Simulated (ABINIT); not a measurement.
Records of electronic-structure calculations.

## LiHF2 (C2/m): a self-consistent loop beyond G0W0, cycle by cycle

Symmetry: C2/m, No. 12, monoclinic system. The conventional cell has a = 5.095 Å, b = 3.070 Å, c = 4.903 Å, α = 90.00°, β = 121.02°, γ = 90.00°. Li has 6 F at 2.00 to 2.04 Å nearest. H has 2 F at 1.14 Å nearest. F has 1 H at 1.14 Å and 3 Li at 2.00 to 2.04 Å nearest. Farther neighbours, and contacts between anions beyond the nearest, are not listed.

```yaml
method: RPA screening on PBEsol from quasiparticle energies, plane waves, norm-conserving pseudopotentials (and 5 further levels or steps)
program: ABINIT 10.8.3
settings: cutoff 36 Ha, PseudoDojo scalar-relativistic 0.4.1 standard, norm-conserving, ngkpt (4, 4, 2), nband 30, ecuteps 3.9 Ha, gwcalctyp 10, inclvkb 2, shiftk (0, 0, 0), symchi 1, awtr 1, frequency ppm, cycle 4, q points all but q = 0, 4×4×2 k-mesh
cost: 18 runs, 3.6 min in all on 4 MPI ranks of Arm Neoverse V1, shared host
notes: The program’s warnings: nkpt*nsppol () is not a multiple of nproc spkpt (). The cell and positions are those that the Materials Project relaxed with its own functionals (PBE, PBE+U or r2SCAN), kept fixed. The first cycle of evGW0 takes the full correction, without the factor Z, so it overshoots the one-shot value. The 4×4×2 mesh is coarse for this cell, which bears on the long-range parts of exchange and screening.
g0w0: 12.639 eV
evgw0_cycle_1: 13.283 eV
evgw0_cycle_2: 13.237 eV
evgw0_cycle_3: 13.229 eV
evgw_cycle_1: 14.062 eV
evgw_cycle_2: 14.170 eV
evgw_cycle_3: 14.183 eV
evgw_cycle_4: 14.184 eV
known_limits: short of the basis limit; coarse k mesh
```

Only the bands that the input lists are updated; the higher empty ones keep the functional's energies. The evGW loop starts from the last levels of evGW0, so its cycles and time come on top of those.

[Long decimals in the printed logs are rounded to 6 places.]

[Logs are printed without paths, hosts, clocks, repeated set-up lines and the standing remarks that a program may print on its own settings, such as how far it seeks lower states.]

[Paths, hosts, dates, memory and timing lines, banners, echoed tables and standing remarks are left out of the program output; an Ansatz launch command may be rebuilt from the run's recorded settings. Measured values are a selection of at most five: reports struck by readers or far from the other reports are left out. None is set beside runs whose start may be inverted or whose files or cutoffs have a known fault.]

[Runs of the session that timed out or met a known fault of the program may be left out.]

[Hosts, paths, dates, database ids (printed as entryN), source tags and the programs' standing remarks are cut or masked in the printed files.]

[G0W0 gaps are taken among the corrected bands and points alone; a level outside them can change the order at an edge.]

[Where Ansatz stands beside ABINIT at settings called matched, ABINIT's density can come from a denser mesh and the files from another edition; pairs whose starting gaps differed by over 0.03 eV were left out, so agreement reads better than it is.]
